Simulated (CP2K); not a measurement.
Two runs for the C K edge of vinylene carbonate. Run A: CP2K XAS_TDP, all-electron GAPW, PBEh(45%), aug-cc-pVDZ, TDA, no relativity. Run B differs in one setting.

First lines with a strength over 0.0015. A:

```
                              atom  energy (eV)  states  strength, one atom
                C2 (bonded to 3 O)       285.29       1              0.0818
                                         289.19       1              0.0046
                                         290.85       1              0.0018
                                         291.15       1              0.0737
                                         291.42       1              0.0068
C4 (bonded to C, O and H), 2 alike       283.01       1              0.0553
                                         285.74       1              0.0307
                                         286.27       1              0.0092
                                         287.27       1              0.0030
                                         287.73       1              0.0063
```

B:

```csv
atom,energy (eV),states,"strength, one atom"
C2 (bonded to 3 O),291.95,1,0.0799
,295.86,1,0.0045
,297.51,1,0.0018
,297.81,1,0.0720
,298.08,1,0.0067
"C4 (bonded to C, O and H), 2 alike",289.14,1,0.0541
,291.87,1,0.0300
,292.40,1,0.0090
,293.40,1,0.0029
,293.85,1,0.0062
```

Which was it: the basis, scalar relativity switched on, GW2X switched on, the functional?

GW2X switched on. GW2X shifts an atom's lines together and keeps their spacings. Against PBEh(45%) in aug-cc-pVDZ, the leading lines move by +6.66 eV (C2, to 291.95) and +6.13 eV (C4, to 289.14).

[Banner, clock and machine lines of the logs are left out without a mark of their own.]

[Logs are printed without paths, hosts, clocks, repeated set-up lines and the standing remarks that a program may print on its own settings, such as how far it seeks lower states.]

[Hosts, paths, dates, database ids (printed as entryN), source tags and the programs' standing remarks are cut or masked in the printed files.]
